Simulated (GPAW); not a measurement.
# The basis that the transmission of O2 in line between two Sn chains needs, part 2 of 2

Wanted: the zero-bias transmission of O2 in line between two Sn chains on a ladder of levels, with run times.

GPAW 26.7.0; GPAW LCAO, PAW setups; Landauer transmission from Green's functions with principal layers (ASE), zero bias.

So far, transmission at the Fermi level (one spin): step 2 (GPAW, dzp, PBE, GPAW) 1.26; step 3 (basis szp(dzp), PBE, GPAW) 1.28; step 4 (basis sz(dzp), PBE, GPAW) 1.46; step 5 (revPBE) 1.25.

## 8. Mixing 0.15

Mixing changes the road to self-consistency, not its end. The mixing history changes the road to self-consistency, not its end.

This step: GPAW LCAO, PAW setups; Landauer transmission from Green's functions with principal layers (ASE), zero bias (GPAW 26.7.0).

Input file run.py:

```python
import json
import numpy as np
from ase import Atoms
from ase.transport.calculators import TransportCalculator
from gpaw import GPAW, FermiDirac
from gpaw.lcao.tools import get_lcao_hamiltonian
from scipy.linalg import eigh

# The junction with lead layers at both ends, along the third cell vector
device = Atoms(
    ['Sn', 'Sn', 'Sn', 'Sn', 'Sn', 'O', 'O', 'Sn', 'Sn', 'Sn', 'Sn', 'Sn'],
    positions=[
        [4.50000, 4.50000, 1.37500],
        [4.50000, 4.50000, 4.12500],
        [4.50000, 4.50000, 6.87500],
        [4.50000, 4.50000, 9.62500],
        [4.50000, 4.50000, 12.37500],
        [4.50000, 4.50000, 14.22680],
        [4.50000, 4.50000, 15.52680],
        [4.50000, 4.50000, 17.37860],
        [4.50000, 4.50000, 20.12860],
        [4.50000, 4.50000, 22.87860],
        [4.50000, 4.50000, 25.62860],
        [4.50000, 4.50000, 28.37860]],
    cell=[[9.0, 0.0, 0.0], [0.0, 9.0, 0.0], [0.0, 0.0, 29.7536]],
    pbc=True)

# One principal layer of the lead: the first 3 atoms of the device
lead = Atoms(
    ['Sn', 'Sn', 'Sn'],
    positions=[
        [4.50000, 4.50000, 1.37500],
        [4.50000, 4.50000, 4.12500],
        [4.50000, 4.50000, 6.87500]],
    cell=[[9.0, 0.0, 0.0], [0.0, 9.0, 0.0], [0.0, 0.0, 8.25]],
    pbc=True)

settings = dict(mode='lcao', basis='dzp', xc='PBE', h=0.18,
                occupations=FermiDirac(0.1), maxiter=250,
                mixer=dict(beta=0.15, nmaxold=3, weight=100.0),
                convergence=dict(density=0.0001))
energies = np.arange(-3, 3 + 1e-9, 0.075)
eta = 0.0001
n1, n2 = 1, 1
# k and -k transmit alike, so half of the mesh across the current serves
mesh = [(i, j) for i in range(n1) for j in range(n2) if (i, j) <= (-i % n1, -j % n2)]
weights = np.array([1 if (i, j) == (-i % n1, -j % n2) else 2 for i, j in mesh]) / (n1 * n2)

# [... helper functions left out ...]
fermi_lead = ground_state(lead, (1, 1, 14), 'lead.txt')
fermi_device = ground_state(device, (1, 1, 3), 'device.txt')
# [... loop over the mesh left out, but for ...]
        # Shift the lead onto the potential of the device's first layer
        shift = ((H[:, 0, 0] - H0[:, 0, 0]) / S0[0, 0]).real.mean()
# [...]
kT = 8.617333e-5 * 500
bias = [0.1, 0.2, 0.5, 1.0, 1.5, 2.0]
# [... integrals and printing left out ...]
```

On the command line:

```bash
OMP_NUM_THREADS=1 OPENBLAS_NUM_THREADS=1 python run.py
```

The log of the run:

```text
basis functions: device 256, principal layer 69
Fermi level: lead -2.9469 eV, device -2.8331 eV; lead shifted by 0.0275 eV
largest coupling past the next layer 3.84e-07 eV, largest misfit of the first layer 0.051 eV
  E-E_F (eV)   T (one spin)  [channel counts left out]
    -3.000    1.4603e-08
    -2.925    6.5169e-09
    -2.850    4.7842e-09
    -2.775    5.7888e-09
    -2.700    2.0574e-08
    -2.625    1.6913e-02
    -2.550    4.0011e-02
    -2.475    5.8374e-02
    -2.400    7.3458e-02
    -2.325    8.6195e-02
    -2.250    9.7208e-02
    -2.175    1.0693e-01
    -2.100    1.1568e-01
    -2.025    1.2368e-01
    -1.950    1.3111e-01
    -1.875    1.3809e-01
[...]
2.475    8.6541e-01
     2.550    8.5228e-01
     2.625    8.3622e-01
     2.700    8.1612e-01
     2.775    7.9082e-01
     2.850    7.5921e-01
     2.925    7.2046e-01
     3.000    6.7435e-01
conductance at 500 K: 1.2482 G0 a cell; thermopower -0.6482 uV/K
current from the zero-bias T(E) at 0.1 V: 9.6624 uA
current from the zero-bias T(E) at 0.2 V: 19.273 uA
current from the zero-bias T(E) at 0.5 V: 47.277 uA
current from the zero-bias T(E) at 1.0 V: 88.452 uA
current from the zero-bias T(E) at 1.5 V: 120.13 uA
current from the zero-bias T(E) at 2.0 V: 144.45 uA
```

Wall time 90 s (1 thread of Arm Neoverse V1, shared host); peak memory 1.2 GiB.

This step gave:

- conductance: 1.248 G₀
- largest coupling past the next principal layer: 3.84e-7 eV
- largest misfit of the first principal layer: 0.05123 eV
- shift that aligns the lead: 0.02748 eV
- transmission at the Fermi level (one spin): 1.258

One spin. The transmission, zone mean by energy, zero at the Fermi level:

```csv
energy (eV),"transmission, zone mean"
-3.00,1.5e-8
-2.85,4.8e-9
-2.70,2.1e-8
-2.55,0.0400
-2.33,0.0862
-2.17,0.107
-2.02,0.124
-1.88,0.138
-1.73,0.151
-1.57,0.163
-1.35,0.181
-1.20,0.192
-1.05,0.203
-0.90,0.214
-0.75,0.344
-0.60,0.622
-0.38,0.994
-0.23,1.17
-0.07,1.25
0.00,1.26
0.07,1.25
0.23,1.21
0.38,1.15
0.60,1.07
0.75,1.02
0.90,0.997
1.05,0.983
1.20,0.977
1.35,0.973
1.57,0.965
1.73,0.954
1.88,0.939
2.02,0.922
2.17,0.905
2.33,0.886
2.55,0.852
2.70,0.816
2.85,0.759
3.00,0.674
```

Not self-consistent under bias; the bias window is split evenly. Table of current through one cell, from the zero-bias transmission by bias:

```csv
bias (V),"current through one cell, from the zero-bias transmission (μA)"
0.100,9.66
0.200,19.3
0.500,47.3
1.000,88.5
1.500,120
2.000,144
```

The transmission of the three most open eigenchannels by energy, zero at the Fermi level:

```csv
energy (eV),channel 1,channel 2,channel 3
-3.00,1.5e-8,0,0
-2.77,5.8e-9,0,0
-2.55,0.0400,0,0
-2.40,0.0735,0,0
-2.17,0.107,0,0
-1.95,0.131,0,0
-1.73,0.151,0,0
-1.57,0.163,0,0
-1.35,0.181,0,0
-1.12,0.198,0,0
-0.90,0.214,3.2e-12,3.2e-12
-0.75,0.225,0.0592,0.0592
-0.53,0.254,0.254,0.241
-0.30,0.418,0.418,0.256
-0.07,0.489,0.489,0.270
0.00,0.491,0.491,0.275
0.07,0.487,0.487,0.279
0.30,0.445,0.445,0.292
0.53,0.394,0.394,0.304
0.75,0.354,0.354,0.317
0.90,0.336,0.336,0.325
1.12,0.337,0.321,0.321
1.35,0.350,0.311,0.311
1.57,0.365,0.300,0.300
1.73,0.375,0.289,0.289
1.95,0.391,0.270,0.270
2.17,0.408,0.248,0.248
2.40,0.427,0.225,0.225
2.55,0.440,0.206,0.206
2.77,0.461,0.165,0.165
3.00,0.481,0.0964,0.0964
```

The conductance equals that of the dzp run to 0.2 %.

## 9. A second varied run

A last run, with other settings again.

run.py: that of step 8 with these lines changed.

```diff
@@ -38,7 +38,7 @@
 settings = dict(mode='lcao', basis='dzp', xc='PBE', h=0.18,
-                occupations=FermiDirac(0.1), maxiter=250,
-                mixer=dict(beta=0.15, nmaxold=3, weight=100.0),
+                occupations=FermiDirac(0.1), maxiter=75,
+                mixer=dict(beta=0.1, nmaxold=8, weight=100.0),
                 convergence=dict(density=0.0001))
 energies = np.arange(-3, 3 + 1e-9, 0.075)
-eta = 0.0001
+eta = 0.2
 n1, n2 = 1, 1
```

The log of the run:

```text
basis functions: device 256, principal layer 69
Fermi level: lead -2.9469 eV, device -2.8331 eV; lead shifted by 0.0276 eV
largest coupling past the next layer 3.84e-07 eV, largest misfit of the first layer 0.050 eV
  E-E_F (eV)   T (one spin)  [channel counts left out]
    -3.000    1.6044e-02
    -2.925    1.0702e-02
    -2.850    8.6362e-03
    -2.775    8.4862e-03
    -2.700    9.8964e-03
    -2.625    1.2763e-02
    -2.550    1.6649e-02
    -2.475    2.0902e-02
    -2.400    2.5081e-02
    -2.325    2.9005e-02
    -2.250    3.2635e-02
    -2.175    3.5988e-02
    -2.100    3.9103e-02
    -2.025    4.2019e-02
    -1.950    4.4771e-02
    -1.875    4.7391e-02
[...]
2.475    2.0716e-01
     2.550    2.0494e-01
     2.625    2.0243e-01
     2.700    1.9968e-01
     2.775    1.9683e-01
     2.850    1.9407e-01
     2.925    1.9166e-01
     3.000    1.8992e-01
conductance at 500 K: 0.13845 G0 a cell; thermopower -8.232 uV/K
current from the zero-bias T(E) at 0.1 V: 1.0725 uA
current from the zero-bias T(E) at 0.2 V: 2.1437 uA
current from the zero-bias T(E) at 0.5 V: 5.3372 uA
current from the zero-bias T(E) at 1.0 V: 10.563 uA
current from the zero-bias T(E) at 1.5 V: 15.719 uA
current from the zero-bias T(E) at 2.0 V: 20.897 uA
```

Run time: 58 s. Hardware: 1 thread; peak memory 1.4 GiB.

The run finished. A setting was moved off its sound value on purpose, so it serves as a test and not as the result.

The fault put into the input: a broadening of tenths of an eV (eta = 0.2).

The two runs compared:

```csv
quantity,this run,sound run,difference
conductance (G₀),0.13845,1.2486,-1.11
transmission at the Fermi level (one spin),0.13875,1.2582,-1.12
```

The two runs differ clearly in the transmission at the Fermi level (one spin): 0.139 against 1.26.

## 10. What came out

```
conductance                                        : 1.25 G₀
transmission at the Fermi level, mean of the spins : 1.26
thermopower                                        : about 0 (under 1.5 μV/K)
```

What this shows: In the dzp basis the junction conducts 1.25 G₀ at 500 K, with T = 1.26 a spin at the Fermi level; the szp basis reaches that conductance within 10 %. At the Fermi level the three most open eigenchannels pass 0.49, 0.49 and 0.27. Measured against the first run (dzp), the nearest curve is that of dzp-revPBE (r.m.s. 0.0052) and the farthest that of sz (0.14). Over the compared runs wall time goes from 39 s (sz) to 65 s (dzp-revPBE), on a shared host. The geometry was built from estimated bond lengths and not relaxed, so the numbers describe this model structure. The run had no spin polarisation, so a magnetic state, which chains and small molecules with open shells often have, wasn't tested. Spin-orbit coupling is left out, which matters for the heavy atoms here. An evenly spaced straight chain is an idealisation: free chains tend to dimerise, zigzag or, where a band edge lies near the Fermi level, turn magnetic. The currents use the zero-bias T(E) throughout, which holds only while the bias is small against the distance to the nearest feature. The energy step is wider than the thermal energy, so the conductance and thermopower rest on interpolation of T(E).

[Logs are printed without paths, hosts, clocks, repeated set-up lines and the standing remarks that a program may print on its own settings, such as how far it seeks lower states.]

[Hosts, paths, dates, database ids (printed as entryN), source tags and the programs' standing remarks are cut or masked in the printed files.]
